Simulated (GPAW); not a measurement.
Computed results, one entry a study.

```
MgS (F-43m): G0W0 with GPAW, start to end
1.0
     0.00000    2.83312    2.83312
     2.83312    0.00000    2.83312
     2.83312    2.83312    0.00000
Mg S
1 1
Direct
  0.00000 0.00000 0.00000
  0.75000 0.75000 0.75000
# method: DFT, LDA, plane waves, PAW (and 1 further level or step)
# program: GPAW 26.7.0
# settings of one run: cutoff 450 eV, GPAW PAW setups 1.2.1 data release, 4×4×4 k-mesh, nbands 418
# cost: 4 runs, 36 s in all on 4 MPI ranks of Arm Neoverse V2, shared host (the runs of this entry)
# notes: The cell and positions are those that the Materials Project relaxed with its own functionals (PBE, PBE+U or r2SCAN), kept fixed. This is not the form that MgS usually takes at ambient conditions. Bands and cutoff are finite, so the gap is not at the basis limit. The miss can reach some tenths of an eV and take either sign; the mesh is an error of its own. The 4×4×4 mesh is coarse for this cell, which bears on the long-range parts of exchange and screening.
# LDA gap: 3.18 eV, direct
# G0W0 gap on the mesh: 4.92 eV
# GW settings: 4×4×4 mesh, 189 bands, screening to 150 eV, Godby-Needs plasmon pole
# known limits: not at the basis limit; coarse k mesh
```

[Paths, hosts, dates, memory and timing lines, banners, echoed tables and standing remarks are left out of the program output.]

[Logs are printed without paths, hosts, clocks, repeated set-up lines and the standing remarks that a program may print on its own settings, such as how far it seeks lower states.]

[Runs of the session that timed out or met a known fault of the program may be left out.]

[Hosts, paths, dates, database ids (printed as entryN), source tags and the programs' standing remarks are cut or masked in the printed files.]
